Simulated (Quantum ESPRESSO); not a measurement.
## E(q) of MnS (Browneite) from supercells

Aim: the energy of flat spin spirals of MnS (Browneite) that close within a few cells.

Method: LDA; plane waves with GBRV 1.5 LDA potentials, no spin-orbit coupling, flat spiral in a supercell, in Quantum ESPRESSO 7.5.

This is a report of a sequence of runs, with most program output left out.

### 1. The starting structure

It takes space group F-43m (No. 216, cubic). Conventional cell: a = 5.600 Å, b = 5.600 Å, c = 5.600 Å, α = 90.00°, β = 90.00°, γ = 90.00°. Nearest to Mn lie 4 S at 2.42 Å. S has 4 Mn at 2.42 Å nearest. Farther neighbours and most contacts between anions are not listed.

The cell comes from the Crystallography Open Database.

### 2. Parallel moments, one cell

Input file pw.in:

```
&CONTROL
  calculation = 'scf'
  prefix = 'pwscf'
  outdir = './tmp'
  pseudo_dir = './pseudo'
  disk_io = 'nowf'
/
&SYSTEM
  ibrav = 0
  celldm(1) = 8
  nat = 2
  ntyp = 2
  ecutwfc = 34
  ecutrho = 238
  nbnd = 34
  occupations = 'smearing'
  smearing = 'fd'
  degauss = 0.00999582
  noncolin = .true.
  starting_magnetization(1) = 0.3
  angle1(1) = 90
  angle2(1) = 0
  starting_magnetization(2) = 0
/
&ELECTRONS
  conv_thr = 2d-08
  electron_maxstep = 150
  mixing_beta = 0.3
/
ATOMIC_SPECIES
Mn     54.9380 mn_lda_v1.5.uspp.F.UPF
S      32.0600 s_lda_v1.4.uspp.F.UPF
CELL_PARAMETERS alat
   0.0000000000000    0.6614041436190    0.6614041436190
   0.6614041436190    0.0000000000000    0.6614041436190
   0.6614041436190    0.6614041436190    0.0000000000000
ATOMIC_POSITIONS crystal
Mn      0.0000000000    0.0000000000    0.0000000000
S       0.2500000000    0.2500000000    0.2500000000
K_POINTS automatic
4 12 4 0 0 0
```

The run is started by

```console
$ OMP_NUM_THREADS=1 mpirun -n 4 pw.x -nk 4 -in pw.in > pw.out
```

Elapsed: 42 s, on 4 MPI ranks of Arm Neoverse V2, shared host; peak memory 0.41 GiB; 2.8 min of CPU time.

Spin moment in the atom's sphere by atom:

```tsv
atom	x (μB)	y (μB)	z (μB)	size
Mn1	3.97	0.00	0.00	3.97
S2	0.10	0.00	0.00	0.10
```

Numbers from this step:

```
smearing term TS       : 0.07879 eV
magnetization          : 4.643, 0, 0 μB
absolute magnetization : 4.643 μB
final state            : ferromagnetic
```

### 3. One turn in 2 cells along the input cell's b

Neighbouring cells are turned by 180° in the xy plane; the cell holds 4 atoms.

Input file pw.in:

```
&CONTROL
  calculation = 'scf'
  prefix = 'pwscf'
  outdir = './tmp'
  pseudo_dir = './pseudo'
  disk_io = 'nowf'
/
&SYSTEM
  ibrav = 0
  celldm(1) = 8
  nat = 4
  ntyp = 4
  ecutwfc = 34
  ecutrho = 238
  nbnd = 60
  occupations = 'smearing'
  smearing = 'fd'
  degauss = 0.00999582
  noncolin = .true.
  starting_magnetization(1) = 0.3
  angle1(1) = 90
  angle2(1) = 0
  starting_magnetization(2) = 0.3
  angle1(2) = 90
  angle2(2) = 180
  starting_magnetization(3) = 0
  starting_magnetization(4) = 0
/
&ELECTRONS
  conv_thr = 4d-08
  electron_maxstep = 150
  mixing_beta = 0.3
/
ATOMIC_SPECIES
Mn1    54.9380 mn_lda_v1.5.uspp.F.UPF
Mn2    54.9380 mn_lda_v1.5.uspp.F.UPF
S1     32.0600 s_lda_v1.4.uspp.F.UPF
S2     32.0600 s_lda_v1.4.uspp.F.UPF
CELL_PARAMETERS alat
   0.0000000000000    0.6614041436190    0.6614041436190
   1.3228082872380    0.0000000000000    1.3228082872380
   0.6614041436190    0.6614041436190    0.0000000000000
ATOMIC_POSITIONS crystal
Mn1     0.0000000000    0.0000000000    0.0000000000
Mn2     0.0000000000    0.5000000000    0.0000000000
S1      0.2500000000    0.1250000000    0.2500000000
S2      0.2500000000    0.6250000000    0.2500000000
K_POINTS automatic
4 6 4 0 0 0
```

The job ended after 69 s (4 MPI ranks; peak memory 0.69 GiB; 4.6 min of CPU time).

Spin moment in the atom's sphere by atom:

```tsv
atom	x (μB)	y (μB)	z (μB)	size
Mn1	3.91	0.00	0.00	3.91
Mn2	-3.91	0.00	0.00	3.91
S3	0.06	0.00	0.00	0.06
S4	-0.06	0.00	0.00	0.06
```

Read from the output:

- smearing term TS: 0.04646 eV
- magnetization: 0, 0, 0 μB
- absolute magnetization: 8.886 μB
- final state: antiferromagnetic

### 4. One turn in 3 cells along the input cell's b

Neighbouring cells are turned by 120° in the xy plane; the cell holds 6 atoms.

Input file pw.in:

```
&CONTROL
  calculation = 'scf'
  prefix = 'pwscf'
  outdir = './tmp'
  pseudo_dir = './pseudo'
  disk_io = 'nowf'
/
&SYSTEM
  ibrav = 0
  celldm(1) = 8
  nat = 6
  ntyp = 6
  ecutwfc = 34
  ecutrho = 238
  nbnd = 84
  occupations = 'smearing'
  smearing = 'fd'
  degauss = 0.00999582
  noncolin = .true.
  starting_magnetization(1) = 0.3
  angle1(1) = 90
  angle2(1) = 0
  starting_magnetization(2) = 0.3
  angle1(2) = 90
  angle2(2) = 120
  starting_magnetization(3) = 0.3
  angle1(3) = 90
  angle2(3) = -120
  starting_magnetization(4) = 0
  starting_magnetization(5) = 0
  starting_magnetization(6) = 0
/
&ELECTRONS
  conv_thr = 6d-08
  electron_maxstep = 150
  mixing_beta = 0.3
/
ATOMIC_SPECIES
Mn1    54.9380 mn_lda_v1.5.uspp.F.UPF
Mn2    54.9380 mn_lda_v1.5.uspp.F.UPF
Mn3    54.9380 mn_lda_v1.5.uspp.F.UPF
S1     32.0600 s_lda_v1.4.uspp.F.UPF
S2     32.0600 s_lda_v1.4.uspp.F.UPF
S3     32.0600 s_lda_v1.4.uspp.F.UPF
CELL_PARAMETERS alat
   0.0000000000000    0.6614041436190    0.6614041436190
   1.9842124308571    0.0000000000000    1.9842124308571
   0.6614041436190    0.6614041436190    0.0000000000000
ATOMIC_POSITIONS crystal
Mn1     0.0000000000    0.0000000000    0.0000000000
Mn2     0.0000000000    0.3333333333    0.0000000000
Mn3     0.0000000000    0.6666666667    0.0000000000
S1      0.2500000000    0.0833333333    0.2500000000
S2      0.2500000000    0.4166666667    0.2500000000
S3      0.2500000000    0.7500000000    0.2500000000
K_POINTS automatic
4 4 4 0 0 0
```

Wall time 3.8 min (4 MPI ranks); peak memory 1.2 GiB.

Spin moment in the atom's sphere by atom:

```tsv
atom	x (μB)	y (μB)	z (μB)	size
Mn1	3.93	0.00	0.00	3.93
Mn2	-1.97	3.41	0.00	3.93
Mn3	-1.97	-3.41	0.00	3.93
S4	0.07	0.02	0.00	0.08
S5	-0.05	0.05	0.00	0.08
S6	-0.02	-0.07	0.00	0.08
```

Read from the output:

* smearing term TS: 0.1029 eV
* magnetization: 0, 0, 0 μB
* absolute magnetization: 13.58 μB
* final state: non-collinear

### 5. One turn in 4 cells along the input cell's b

Neighbouring cells are turned by 90° in the xy plane; the cell holds 8 atoms.

Input file pw.in:

```
&CONTROL
  calculation = 'scf'
  prefix = 'pwscf'
  outdir = './tmp'
  pseudo_dir = './pseudo'
  disk_io = 'nowf'
/
&SYSTEM
  ibrav = 0
  celldm(1) = 8
  nat = 8
  ntyp = 8
  ecutwfc = 34
  ecutrho = 238
  nbnd = 110
  occupations = 'smearing'
  smearing = 'fd'
  degauss = 0.00999582
  noncolin = .true.
  starting_magnetization(1) = 0.3
  angle1(1) = 90
  angle2(1) = 0
  starting_magnetization(2) = 0.3
  angle1(2) = 90
  angle2(2) = 90
  starting_magnetization(3) = 0.3
  angle1(3) = 90
  angle2(3) = 180
  starting_magnetization(4) = 0.3
  angle1(4) = 90
  angle2(4) = -90
  starting_magnetization(5) = 0
  starting_magnetization(6) = 0
  starting_magnetization(7) = 0
  starting_magnetization(8) = 0
/
&ELECTRONS
  conv_thr = 8d-08
  electron_maxstep = 150
  mixing_beta = 0.3
/
ATOMIC_SPECIES
Mn1    54.9380 mn_lda_v1.5.uspp.F.UPF
Mn2    54.9380 mn_lda_v1.5.uspp.F.UPF
Mn3    54.9380 mn_lda_v1.5.uspp.F.UPF
Mn4    54.9380 mn_lda_v1.5.uspp.F.UPF
S1     32.0600 s_lda_v1.4.uspp.F.UPF
S2     32.0600 s_lda_v1.4.uspp.F.UPF
S3     32.0600 s_lda_v1.4.uspp.F.UPF
S4     32.0600 s_lda_v1.4.uspp.F.UPF
CELL_PARAMETERS alat
   0.0000000000000    0.6614041436190    0.6614041436190
   2.6456165744761    0.0000000000000    2.6456165744761
   0.6614041436190    0.6614041436190    0.0000000000000
ATOMIC_POSITIONS crystal
Mn1     0.0000000000    0.0000000000    0.0000000000
Mn2     0.0000000000    0.2500000000    0.0000000000
Mn3     0.0000000000    0.5000000000    0.0000000000
Mn4     0.0000000000    0.7500000000    0.0000000000
S1      0.2500000000    0.0625000000    0.2500000000
S2      0.2500000000    0.3125000000    0.2500000000
S3      0.2500000000    0.5625000000    0.2500000000
S4      0.2500000000    0.8125000000    0.2500000000
K_POINTS automatic
4 3 4 0 0 0
```

The job ended after 7 min (4 MPI ranks; peak memory 1.6 GiB; 28 min of CPU time).

This step gave:

| Item | Value |
| --- | --- |
| smearing term TS | 0.1923 eV |
| magnetization | 0, 0, 0 μB |
| absolute magnetization | 18.34 μB |
| final state | non-collinear |
| largest moment | 3.953 μB |

### 6. An input with a fault

One input was spoiled on purpose, to see how the program answers.

Input file pw.in:

```
&CONTROL
  calculation = 'scf'
  prefix = 'pwscf'
  outdir = './tmp'
  pseudo_dir = './pseudo'
  disk_io = 'nowf'
/
&SYSTEM
  ibrav = 0
  nat = 2
  ntyp = 2
  ecutwfc = 34
  ecutrho = 238
  nbnd = 19
  occupations = 'smearing'
  smearing = 'fd'
  degauss = 0.00999582
  nspin = 2
  lspinorb = .true.
  starting_magnetization(1) = 0.3
  starting_magnetization(2) = 0
/
&ELECTRONS
  conv_thr = 2d-08
  electron_maxstep = 60
  mixing_beta = 0.3
/
ATOMIC_SPECIES
Mn     54.9380 mn_lda_v1.5.uspp.F.UPF
S      32.0600 s_lda_v1.4.uspp.F.UPF
CELL_PARAMETERS angstrom
   0.0000000000    2.8000000000    2.8000000000
   2.8000000000    0.0000000000    2.8000000000
   2.8000000000    2.8000000000    0.0000000000
ATOMIC_POSITIONS crystal
Mn      0.0000000000    0.0000000000    0.0000000000
S       0.2500000000    0.2500000000    0.2500000000
K_POINTS automatic
4 4 4 0 0 0
```

It took 0.69 s on 4 MPI ranks; peak memory 0.05 GiB.

The program refused the input before any cycle.

The program's message: “setup (1): spin orbit requires a non collinear calculation”

The fault put into the input: spin-orbit coupling without noncolin.

### 7. E(q)

Spirals:

```tsv
q along the reciprocal vector	energy less that at q = 0 (meV a seeded atom)	largest site moment (μB)	typed angles kept	CPU time (s)
0	0	3.966	yes	169.2
0.25	-102.4	3.953	yes	1679
0.3333	-156.5	3.932	yes	915.4
0.5	-210.4	3.908	yes	275.8
```

The energy less that at q = 0, self-consistent by path:

```tsv
path (Å⁻¹)	energy less that at q = 0, self-consistent (meV a seeded atom)
0.000	0
0.486	-102
0.648	-156
0.972	-210
```

### 8. What came out

```json
{
 "lowest point": "q = 0.5 along b*, -210 meV a seeded atom",
 "highest point": "q = 0, 0 meV a seeded atom"
}
```

In words: The state at q = 0.5 lies 210 meV a seeded atom under the parallel one, with neighbouring cells opposed. The moment changes by 1.5 % between the spirals. The cell of 4 repeats took 9.9 times the CPU time of the single cell, though its mesh is shorter in proportion. Here b and b* are vectors of the cell in the input, which need not be the conventional cell, and only this direction was probed. The mesh is coarse, so differences of some ten meV can be noise in a metal. Energies are free energies at an electronic temperature of 1580 K, which lowers moments and differences where the moments are itinerant. No Hubbard term acts here. In such compounds local and semilocal functionals without one often delocalise the d electrons, and can shrink or lose moments and miss the size, sign and order of the couplings. The cutoff lies under the 40 Ry that these files are usually run at.

[Logs and program files are shortened in this print: banners, set-up blocks, solver, clock and traceback lines can be left out without a mark of their own.]

[Logs are printed without paths, hosts, clocks, repeated set-up lines and the standing remarks that a program may print on its own settings, such as how far it seeks lower states.]

[Hosts, paths, dates, database ids (printed as entryN), source tags and the programs' standing remarks are cut or masked in the printed files.]

[Where a cell is said to come from a database of computed structures, the database is the Materials Project.]
